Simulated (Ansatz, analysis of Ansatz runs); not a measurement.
# Reproducing a measured local vibrational mode: Li-H pair in ZnO, part 2 of 2

How near does this set-up come to the measured local vibrational mode? Subject: Li-H pair in ZnO. Set-up: HSE06, 72-site cell, PBE lattice, 420 eV, k: the zone centre alone, relaxed with the hybrid, anharmonic cut along the mode. The model is a cell of 72 host atoms with Li put on another atom's site and H put in between. The frequencies come from force constants among the defect atom and its neighbours, with the masses of the isotopes named. Exact exchange opens the gap, stiffens bonds and lessens the self-interaction error, at many times the cost.

Ansatz 0.2.0; HSE06, 72-site cell, PBE lattice, 420 eV, k: the zone centre alone, relaxed with the hybrid, anharmonic cut along the mode.

So far. Step 2 (Relaxation, charge 0): Neighbours of the added atoms: H73: O39 0.96, Li38 2.10, Zn37 2.48 Å.

### Step 3. Local vibrational modes

A local mode lives on the defect and the atoms next to it, so only the sites listed in the input are displaced, which costs far fewer SCF runs than the whole cell would.

This step: plane-wave PAW DFT, HSE06; finite-displacement force constants among the atoms nearest to a defect, the others at rest.

modes/input.yaml

```yaml
crystal:
  lattice:
    - [9.83855992, 0.0, 0.0]
    - [-4.91927996, 8.52044283, 0.0]
    - [0.0, 0.0, 10.58650209]
  atoms:
    - { symbol: Zn, position: [0.110723411, 0.222024358, 0.251515685] }
    - { symbol: Zn, position: [0.219983016, 0.11001619, 0.001012828] }
[... 3 atom lines left out ...]
    - { symbol: Zn, position: [0.227000964, 0.114235187, 0.498168982] }
[... 7 atom lines left out ...]
    - { symbol: Zn, position: [0.227003714, 0.44608415, 0.498129011] }
[... 13 atom lines left out ...]
    - { symbol: O, position: [0.443623616, 0.220415534, 0.435902335] }
    - { symbol: Zn, position: [0.437872977, 0.208756869, 0.757578896] }
    - { symbol: Zn, position: [0.554148762, 0.114294553, 0.49818766] }
[... 5 atom lines left out ...]
    - { symbol: O, position: [0.443730737, 0.55653077, 0.436060271] }
    - { symbol: Zn, position: [0.437806267, 0.562479321, 0.757668381] }
    - { symbol: Li, position: [0.55572236, 0.444376578, 0.42134212] }
    - { symbol: O, position: [0.555738717, 0.444608713, 0.710085656] }
[... 20 atom lines left out ...]
    - { symbol: O, position: [0.779772673, 0.556589977, 0.435907666] }
    - { symbol: Zn, position: [0.791569438, 0.562417006, 0.757643681] }
[... 11 atom lines left out ...]
    - { symbol: H, position: [0.555666527, 0.44484655, 0.619399699] }
basis:
  ecutwfc: 420
  xc_grid: 2
hamiltonian:
  xc: hse06
kpoints:
  mp_grid: { grid: [1, 1, 1] }
scf:
  occupations: { method: fermi_dirac, width: 0.01 }
  max_iter: 120
output: {}
checkpoint:
  read: "../relax.run"
phonons:
  supercell: [1, 1, 1]
  displaced_sites: [38, 72]
```

The run is started by

```console
> ansatz run input.yaml --threads 4 --pin off --max-ram 14131MiB --backend cpu --events-out ev --progress --plain --runs-dir out
```

Numbers of over 12 decimals in the logs are rounded to 6 here.

Log:

```text
[...]
Warning: basis.xc_grid 2: finite-displacement phonons take 3 at the least, and a number is run as typed, so the frequencies can be off [figures from the program's tests cut]. [...]
[...]
Crystal: 73 atoms, lattice volume = 887.455 Å³
Basis set: ecut = 420 eV, 17351 PW (Γ), exchange–correlation on 144×144×144 points (8 copies of the dense FFT grid, shifted against one another)
Bands: 393, of which v1, the nominal top of the filled ones, is band 320 counted from 1 (319 counted from 0)
Symmetry: 1 space group operations
k-points: 1
[...]
Stability of the state it starts from, as read at its close in the unpolarized treatment: not read, because the functional holds exact exchange (a hybrid, or Hartree-Fock), whose exchange loop this test does not read (fock_operator)
[...]
Frozen-core exchange: fock
[...]
max |Σ_I F_I| component: 2.68e-4 eV/Å
--- Band table (eV) ---
[...]
--- Phonons: 12 displaced members + reference (amplitude 0.0025 Å, Σ member SCF iterations 176) ---
  symmetry images taken by strict's conditions (phonons.symmetry_images: auto; settled by no image being taken that strict refuses)
  force constants formed among 2 of 73 sites (O 38, H 72); the other 71 at rest. The modes move the named sites alone.
  the frequencies, the zero-point energy and the sums are of the block with the acoustic sum rule laid on its rows. Row sums over every site: 1.1e-3 eV/Å² at the most
  transpose residual: 6.0e-5 eV/Å²
  largest component of a force at the reference: 4.9e-3 eV/Å on a named site, 9.0e-3 eV/Å on a site at rest
  frequencies among the named sites at Γ of the cell (cm⁻¹): 311.69 343.86 344.28 688.23 688.43 3856.55
  unstable modes among the named sites: 0
  frequencies as built, with no sum rule (cm⁻¹): 311.69 343.86 344.28 688.25 688.45 3856.51
  zero-point energy: 0.386399 eV/cell   skipped modes (ω ≤ 0): 0
  not written: the harmonic force-constant file, the file of eigenvectors (these modes' are written with the force constants), the density of states and the dispersion, which are of every site
[key lines of the parts left out:]
Free energy (F): -136822.265611 eV
Fermi energy:    6.607406 eV
```

The job ended after 57 min (4 threads of Arm Neoverse V1, shared host; peak memory 3.2 GiB; 3.6 h of CPU time).

This step gave:

```yaml
free_energy: -136822.2656 eV
```

The modes with the largest weight on the probed atoms (the light atom of a pair), for the masses of each isotope. Modes of the displaced atoms (local only where they lie over the host's phonons):

```csv
isotopes,mode (cm⁻¹),share of the defect atoms
H,3857,0.944
H,688.5,0.89
H,688.3,0.89
D,2804,0.892
D,521.4,0.678
D,521.2,0.679
```

### Step 4. Point 1 along the mode

A light atom samples the curved part of its well, so the energy is mapped along the mode and the one-dimensional Schrödinger equation solved on it.

This step: plane-wave PAW DFT, HSE06; single point of a defect supercell.

cut0/input.yaml, as its differences from modes/input.yaml of step 3:

```diff
@@ -20,3 +20,3 @@
     - { symbol: Li, position: [0.55572236, 0.444376578, 0.42134212] }
-    - { symbol: O, position: [0.555738717, 0.444608713, 0.710085656] }
+    - { symbol: O, position: [0.555737501, 0.444612755, 0.708513566] }
 [... 20 atom lines left out ...]
@@ -25,3 +25,3 @@
 [... 11 atom lines left out ...]
-    - { symbol: H, position: [0.555666527, 0.44484655, 0.619399699] }
+    - { symbol: H, position: [0.555684671, 0.4447868, 0.645037502] }
 basis:
@@ -36,7 +36,5 @@
   max_iter: 120
-output: {}
+output:
+  forces: true
 checkpoint:
   read: "../relax.run"
-phonons:
-  supercell: [1, 1, 1]
-  displaced_sites: [38, 72]
```

Log:

```text
[...]
Warning: checkpoint.read: the run can stay near the saved state's solution: 2 site(s) moved relative to the saved geometry (max |Δs| = 2.564e-2 fractional); [...]
[...]
Crystal: 73 atoms, lattice volume = 887.455 Å³
Basis set: ecut = 420 eV, 17351 PW (Γ), exchange–correlation on 144×144×144 points (8 copies of the dense FFT grid, shifted against one another)
Bands: 393, of which v1, the nominal top of the filled ones, is band 320 counted from 1 (319 counted from 0)
Symmetry: 1 space group operations
[...]
k-points: 1
[...]
SCF iter   5: F=—  HF=-136822.472942 eV  |F-HF|=—  |Δ(HF+E_count)|=   1.70e-2  Δρ=5.60e-4  dr2=2.12e-3  ethr=3.87e-7  ⟨swp⟩=4.0  Hψ=1876  notcnv=0  defer=1
eigensolver tolerance schedule: the retry pair's looser diagonalisation over-reported the residual by 0.17 of it (diagonalisation noise at 0.17 of the residual, at the tolerance the schedule requests for it); [...]
[...]
Free energy (F): -136817.642954 eV
[...]
Internal energy: -136817.642954 eV  (E = F + TS)
E sigma→0 (E₀):  -136817.642954 eV
Fermi energy:    6.612883 eV
[...]
--- Forces (eV/Å), atoms counted from 1 ---
  atom   1  Zn     0.00369069     0.00139824     0.00388384
  atom   2  Zn    -0.00365948    -0.00402019     0.01327103
  [... 11 atoms left out ...]
  atom  14  Zn     0.02150602     0.00994070    -0.02427605
  [... 13 atoms left out ...]
  atom  28  O      0.00409671    -0.06372939    -0.02429461
  atom  29  Zn    -0.00065252    -0.04197961     0.05124582
  [... 6 atoms left out ...]
  atom  36  O     -0.05458377     0.03163194    -0.03170935
  atom  37  Zn    -0.03938942     0.02245404     0.05092120
  atom  38  Li    -0.00317890     0.00481496     0.25332398
  atom  39  O      0.09414933    -0.10255866    46.62970015
  [... 20 atoms left out ...]
  atom  60  O      0.05613277     0.02700464    -0.02399318
  atom  61  Zn     0.03501462     0.02296737     0.04939290
  [... 11 atoms left out ...]
  atom  73  H     -0.09176969     0.09964887   -46.91173353
  max |Σ_I F_I| component: 9.22e-4 eV/Å
--- Band table (eV) ---
[...]
```

Elapsed: 4.1 min, on 4 threads; peak memory 3.1 GiB; 16 min of CPU time.

Read from the output:

| Quantity | Value |
| --- | --- |
| free energy | -136817.6430 eV |

The other runs of this kind differ in structure, charge or spin alone:

| run | outcome | energy less the first (eV) | moment (μB) | time |
| --- | --- | --- | --- | --- |
| point 1 along the mode | converged | 0.0000 | 0.00 | 4.1 min |
| point 2 along the mode | converged | -2.6529 | 0.00 | 4.3 min |
| point 3 along the mode | converged | -3.8607 | 0.00 | 4.3 min |
| point 4 along the mode | converged | -4.4634 | 0.00 | 4.1 min |
| point 5 along the mode | converged | -4.5072 | 0.00 | 4.2 min |
| point 6 along the mode | converged | -4.2263 | 0.00 | 4.2 min |
| point 7 along the mode | converged | -3.8771 | 0.00 | 4.2 min |
| point 8 along the mode | converged | -3.4242 | 0.00 | 4.1 min |
| point 9 along the mode | converged | -2.9466 | 0.00 | 4.3 min |

### Step 5. Anharmonic fundamental

Analysis of the runs above: one-dimensional Schroedinger equation on a polynomial through HSE06 energies along the local mode.

It gives:

```
stretch            : 3709 cm⁻¹
stretch d          : 2721 cm⁻¹
stretch harmonic   : 3857 cm⁻¹
stretch d harmonic : 2804 cm⁻¹
```

Table of energy by normal coordinate:

```csv
normal coordinate (amu½ Å),energy (eV)
-0.280,4.62
-0.206,1.97
-0.140,0.762
-0.070,0.159
0.000,0
0.070,0.115
0.140,0.396
0.206,0.745
0.280,1.20
0.355,1.68
```

### Step 6. What came out

| Property | Result |
| --- | --- |
| distance from the defect atom to its nearest neighbour | 0.960 Å |
| O-H stretch, 1H | 3709 cm⁻¹ |
| O-D stretch, 2H | 2721 cm⁻¹ |
| time of the whole chain | 1.9 h on 4 threads |

What this shows: O-H stretch, 1H: computed 3709 cm⁻¹, measured 3577.3 cm⁻¹; 132 cm⁻¹ (4 %) above the measurement. O-D stretch, 2H: computed 2721 cm⁻¹, measured 2644.4 cm⁻¹; 77 cm⁻¹ (3 %) above the measurement. The anharmonic cut moves the O-H stretch, 1H from 3857 to 3709 cm⁻¹; a straight cut leaves out the coupling to the other modes. Only the named neighbours move, so modes near the host's band are approximate. Limits: the zone centre alone is a coarse sampling for this cell.

[Logs are printed without paths, hosts, clocks, repeated set-up lines and the standing remarks that a program may print on its own settings, such as how far it seeks lower states.]

[Hosts, paths, dates, database ids (printed as entryN), source tags and the programs' standing remarks are cut or masked in the printed files.]

[For some hosts the program warned that the k-mesh of the response run may be too coarse for force constants and the static dielectric constant; such warnings are not shown here.]
